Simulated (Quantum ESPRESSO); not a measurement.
# NiO: spin spirals in supercells, part 2 of 2

This program has no spiral boundary conditions, so spirals of NiO are built in supercells. What do they cost, in energy and in time?

Quantum ESPRESSO 7.5; LDA with U = 6 eV on Ni d (ortho-atomic projectors); plane waves with GBRV 1.5 LDA potentials, no spin-orbit coupling, flat spiral in a supercell.

So far, absolute magnetization (μB): step 2 (parallel moments, one cell) 2.01.

**4. One turn in 3 cells along the input cell's c**

Neighbouring cells are turned by 120° in the xy plane; the cell holds 6 atoms.

The input, pw.in:

```
&CONTROL
  calculation = 'scf'
  prefix = 'pwscf'
  outdir = './tmp'
  pseudo_dir = './pseudo'
  disk_io = 'nowf'
/
&SYSTEM
  ibrav = 0
  celldm(1) = 8
  nat = 6
  ntyp = 6
  ecutwfc = 34
  ecutrho = 238
  nbnd = 94
  occupations = 'smearing'
  smearing = 'fd'
  degauss = 0.00734986
  noncolin = .true.
  starting_magnetization(1) = 0.1111
  angle1(1) = 90
  angle2(1) = 0
  starting_magnetization(2) = 0.1111
  angle1(2) = 90
  angle2(2) = 119.999
  starting_magnetization(3) = 0.1111
  angle1(3) = 90
  angle2(3) = -119.999
  starting_magnetization(4) = 0
  starting_magnetization(5) = 0
  starting_magnetization(6) = 0
/
&ELECTRONS
  conv_thr = 6d-08
  electron_maxstep = 150
  mixing_beta = 0.3
/
ATOMIC_SPECIES
Ni1    58.6934 ni_lda_v1.4.uspp.F.UPF
Ni2    58.6934 ni_lda_v1.4.uspp.F.UPF
Ni3    58.6934 ni_lda_v1.4.uspp.F.UPF
O1     15.9990 o_lda_v1.2.uspp.F.UPF
O2     15.9990 o_lda_v1.2.uspp.F.UPF
O3     15.9990 o_lda_v1.2.uspp.F.UPF
CELL_PARAMETERS alat
   0.0000000000000    0.4927228531442    0.4927228531442
   0.4927228531442    0.0000000000000    0.4927228531442
   1.4781685594325    1.4781685594325    0.0000000000000
ATOMIC_POSITIONS crystal
Ni1     0.0000000000    0.0000000000    0.0000000000
Ni2     0.0000000000    0.0000000000    0.3333333333
Ni3     0.0000000000    0.0000000000    0.6666666667
O1      0.5000000000    0.5000000000    0.1666666667
O2      0.5000000000    0.5000000000    0.5000000000
O3      0.5000000000    0.5000000000    0.8333333333
K_POINTS automatic
6 6 4 0 0 0
HUBBARD {ortho-atomic}
U Ni1-3d 6.0000
U Ni2-3d 6.0000
U Ni3-3d 6.0000
```

Started as:

```bash
> OMP_NUM_THREADS=1 mpirun -n 4 pw.x -nk 4 -in pw.in > pw.out
```

Output:

```text
     [... lines left out ...]
Program PWSCF v.7.5 starts
     [... lines left out ...]
     number of atoms/cell      =            6
     [... lines left out ...]
     number of electrons       =        72.00
     number of Kohn-Sham states=           94
     kinetic-energy cutoff     =      34.0000  Ry
     charge density cutoff     =     238.0000  Ry
     scf convergence threshold =      6.0E-08
     [... lines left out ...]
     Noncollinear calculation without spin-orbit
     [... lines left out ...]
     No symmetry found
     [... lines left out ...]
     number of k points=   144  Fermi-Dirac smearing, width (Ry)=  0.0073
     [... lines left out ...]
     iteration # 14     ecut=    34.00 Ry     beta= 0.30
     [... lines left out ...]
     atom number    1 relative position :    0.0000   0.0000   0.0000
     [... lines left out ...]
     magnetization :          1.643724   -0.000037   -0.000098
     [... lines left out ...]
     atom number    2 relative position :    0.4927   0.4927   0.0000
[...]
magnetization :         -0.821898    1.423491   -0.000010
[...]
atom number    3 relative position :    0.9854   0.9854   0.0000
[...]
magnetization :         -0.821904   -1.423491    0.000040
[...]
atom number    4 relative position :    0.4927   0.4927   0.4927
     [... lines left out ...]
     magnetization :          0.051662    0.089484   -0.000007
     [... lines left out ...]
     atom number    5 relative position :    0.9854   0.9854   0.4927
     [... lines left out ...]
     magnetization :         -0.103333    0.000002    0.000002
     [... lines left out ...]
     atom number    6 relative position :    1.4782   1.4782   0.4927
     [... lines left out ...]
     magnetization :          0.051663   -0.089488   -0.000004
     [... lines left out ...]
     Tr[ns(  1)] (up, down, total) =   4.13136  4.13146  8.26283
     [... lines left out ...]
     Tr[ns(  2)] (up, down, total) =   4.13141  4.13142  8.26282
     [... lines left out ...]
     Tr[ns(  3)] (up, down, total) =   4.13143  4.13139  8.26282
     [... lines left out ...]
     the Fermi energy is    14.0295 ev
!    total energy              =   -1125.82438187 Ry
     estimated scf accuracy    <       0.00000003 Ry
     smearing contrib. (-TS)   =      -0.00000012 Ry
     [... lines left out ...]
     total magnetization       =    -0.00    -0.00    -0.00 Bohr mag/cell
     absolute magnetization    =     5.51 Bohr mag/cell
     convergence has been achieved in  14 iterations
```

Wall time 4.2 min (4 MPI ranks of Arm Neoverse V2, shared host); peak memory 1.1 GiB; 17 min of CPU time.

Spin moment in the atom's sphere by atom:

```tsv
atom	x (μB)	y (μB)	z (μB)	size
Ni1	1.64	0.00	0.00	1.64
Ni2	-0.82	1.42	0.00	1.64
Ni3	-0.82	-1.42	0.00	1.64
O4	0.05	0.09	0.00	0.10
O5	-0.10	0.00	0.00	0.10
O6	0.05	-0.09	0.00	0.10
```

Read from the output:

```yaml
smearing_term_ts: 1.64e-6 eV
magnetization: 0, 0, 0 μB
absolute_magnetization: 5.51 μB
final_state: non-collinear
```

Valence density in the ac plane at fractional y = 0.000, with atoms of Ni within 0.2 Å of it. It is the smooth field of the valence electrons, not physical close to the nuclei.

Ten steps, logarithmic in the rise over the least value, from '_' (0 e/Å³) to '@' (39 e/Å³), each cell a mean:
```
@@@@##++::__________..--++%%
++**++==::..____________..--
..........__________________
____________________________
____________________________
::..______________..::------
##++::..__________..--**##%%
@@@@**--..________..--**%%@@
@@@@##++::__________..--++%%
++**++==::..____________..--
..........__________________
____________________________
____________________________
::..______________..::------
##++::..__________..--**##%%
@@@@**--..________..--**%%@@
@@@@##++::__________..--++%%
++**++==::..____________..--
..........__________________
____________________________
____________________________
::..______________..::------
##++::..__________..--**##%%
@@@@**--..________..--**%%@@
```
Columns run along a (2.9 Å), rows up along c (8.8 Å). Atoms in or near the plane, at fractional coordinates: Ni at (0.00, 0.00), Ni at (0.00, 0.33), Ni at (0.00, 0.67).

**5. One turn in 4 cells along the input cell's c**

Neighbouring cells are turned by 90° in the xy plane; the cell holds 8 atoms.

The input, pw.in:

```
&CONTROL
  calculation = 'scf'
  prefix = 'pwscf'
  outdir = './tmp'
  pseudo_dir = './pseudo'
  disk_io = 'nowf'
/
&SYSTEM
  ibrav = 0
  celldm(1) = 8
  nat = 8
  ntyp = 8
  ecutwfc = 34
  ecutrho = 238
  nbnd = 122
  occupations = 'smearing'
  smearing = 'fd'
  degauss = 0.00734986
  noncolin = .true.
  starting_magnetization(1) = 0.1111
  angle1(1) = 90
  angle2(1) = 0
  starting_magnetization(2) = 0.1111
  angle1(2) = 90
  angle2(2) = 90
  starting_magnetization(3) = 0.1111
  angle1(3) = 90
  angle2(3) = 180
  starting_magnetization(4) = 0.1111
  angle1(4) = 90
  angle2(4) = -90
  starting_magnetization(5) = 0
  starting_magnetization(6) = 0
  starting_magnetization(7) = 0
  starting_magnetization(8) = 0
/
&ELECTRONS
  conv_thr = 8d-08
  electron_maxstep = 150
  mixing_beta = 0.3
/
ATOMIC_SPECIES
Ni1    58.6934 ni_lda_v1.4.uspp.F.UPF
Ni2    58.6934 ni_lda_v1.4.uspp.F.UPF
Ni3    58.6934 ni_lda_v1.4.uspp.F.UPF
Ni4    58.6934 ni_lda_v1.4.uspp.F.UPF
O1     15.9990 o_lda_v1.2.uspp.F.UPF
O2     15.9990 o_lda_v1.2.uspp.F.UPF
O3     15.9990 o_lda_v1.2.uspp.F.UPF
O4     15.9990 o_lda_v1.2.uspp.F.UPF
CELL_PARAMETERS alat
   0.0000000000000    0.4927228531442    0.4927228531442
   0.4927228531442    0.0000000000000    0.4927228531442
   1.9708914125767    1.9708914125767    0.0000000000000
ATOMIC_POSITIONS crystal
Ni1     0.0000000000    0.0000000000    0.0000000000
Ni2     0.0000000000    0.0000000000    0.2500000000
Ni3     0.0000000000    0.0000000000    0.5000000000
Ni4     0.0000000000    0.0000000000    0.7500000000
O1      0.5000000000    0.5000000000    0.1250000000
O2      0.5000000000    0.5000000000    0.3750000000
O3      0.5000000000    0.5000000000    0.6250000000
O4      0.5000000000    0.5000000000    0.8750000000
K_POINTS automatic
6 6 3 0 0 0
HUBBARD {ortho-atomic}
U Ni1-3d 6.0000
U Ni2-3d 6.0000
U Ni3-3d 6.0000
U Ni4-3d 6.0000
```

Output:

```text
     [... lines left out ...]
Program PWSCF v.7.5 starts
     [... lines left out ...]
     number of atoms/cell      =            8
     [... lines left out ...]
     number of electrons       =        96.00
     number of Kohn-Sham states=          122
     kinetic-energy cutoff     =      34.0000  Ry
     charge density cutoff     =     238.0000  Ry
     scf convergence threshold =      8.0E-08
     [... lines left out ...]
     Noncollinear calculation without spin-orbit
     [... lines left out ...]
     No symmetry found
     [... lines left out ...]
     number of k points=   108  Fermi-Dirac smearing, width (Ry)=  0.0073
     [... lines left out ...]
     iteration # 15     ecut=    34.00 Ry     beta= 0.30
     [... lines left out ...]
     atom number    1 relative position :    0.0000   0.0000   0.0000
     [... lines left out ...]
     magnetization :          1.659897    0.000009    0.000244
     [... lines left out ...]
     atom number    2 relative position :    0.4927   0.4927   0.0000
[...]
magnetization :         -0.000108    1.659904   -0.000033
[...]
atom number    3 relative position :    0.9854   0.9854   0.0000
[...]
magnetization :         -1.659898    0.000098    0.000198
[...]
atom number    4 relative position :    1.4782   1.4782   0.0000
[...]
magnetization :          0.000040   -1.659898   -0.000041
[...]
atom number    5 relative position :    0.4927   0.4927   0.4927
[...]
magnetization :          0.108572    0.108578    0.000014
[...]
atom number    6 relative position :    0.9854   0.9854   0.4927
[...]
magnetization :         -0.108587    0.108583    0.000011
     [... lines left out ...]
     atom number    7 relative position :    1.4782   1.4782   0.4927
     [... lines left out ...]
     magnetization :         -0.108576   -0.108571    0.000011
     [... lines left out ...]
     atom number    8 relative position :    1.9709   1.9709   0.4927
     [... lines left out ...]
     magnetization :          0.108580   -0.108577    0.000014
     [... lines left out ...]
     Tr[ns(  1)] (up, down, total) =   4.12716  4.12691  8.25407
     [... lines left out ...]
     Tr[ns(  2)] (up, down, total) =   4.12702  4.12705  8.25406
     [... lines left out ...]
     Tr[ns(  3)] (up, down, total) =   4.12714  4.12694  8.25408
     [... lines left out ...]
     Tr[ns(  4)] (up, down, total) =   4.12702  4.12706  8.25407
     [... lines left out ...]
     the Fermi energy is    14.0763 ev
!    total energy              =   -1501.09016489 Ry
     estimated scf accuracy    <       0.00000004 Ry
     smearing contrib. (-TS)   =      -0.00000052 Ry
     [... lines left out ...]
     total magnetization       =    -0.00     0.00     0.00 Bohr mag/cell
     absolute magnetization    =     7.58 Bohr mag/cell
     convergence has been achieved in  15 iterations
```

Wall time 7.6 min (4 MPI ranks); peak memory 1.4 GiB.

This step gave:

* smearing term TS: 7.08e-6 eV
* magnetization: 0, 0, 0 μB
* absolute magnetization: 7.584 μB
* final state: non-collinear
* largest moment: 1.660 μB

**6. E(q)**

Spirals:

```tsv
q along the reciprocal vector	energy less that at q = 0 (meV a seeded atom)	largest site moment (μB)	typed angles kept	CPU time (s)
0	0	1.697	yes	61.96
0.25	-69.04	1.66	yes	1816
0.3333	-99.69	1.644	yes	1017
0.5	-128.1	1.629	yes	344.1
```

Table of energy less that at q = 0, self-consistent by path:

```tsv
path (Å⁻¹)	energy less that at q = 0, self-consistent (meV a seeded atom)
0.000	0
0.652	-69.0
0.870	-99.7
1.304	-128
```

**7. Summary of results**

```yaml
lowest_point: q = 0.5 along c*, -128 meV a seeded atom
highest_point: q = 0, 0 meV a seeded atom
```

In words: The state at q = 0.5 lies 128 meV a seeded atom under the parallel one, with neighbouring cells opposed. The moment changes by 4.0 % between the spirals. The cell of 4 repeats took 29 times the CPU time of the single cell, though its mesh is shorter in proportion. Here c and c* are vectors of the cell in the input, which need not be the conventional cell, and only this direction was probed. The mesh is coarse, so differences of some ten meV can be noise in a metal. Energies are free energies at an electronic temperature of 1160 K, which lowers moments and differences where the moments are itinerant. The cutoff lies under the 40 Ry that these files are usually run at.

[Logs and program files are shortened in this print: banners, set-up blocks, solver, clock and traceback lines can be left out without a mark of their own.]

[Logs are printed without paths, hosts, clocks, repeated set-up lines and the standing remarks that a program may print on its own settings, such as how far it seeks lower states.]

[Hosts, paths, dates, database ids (printed as entryN), source tags and the programs' standing remarks are cut or masked in the printed files.]

[Where a cell is said to come from a database of computed structures, the database is the Materials Project.]
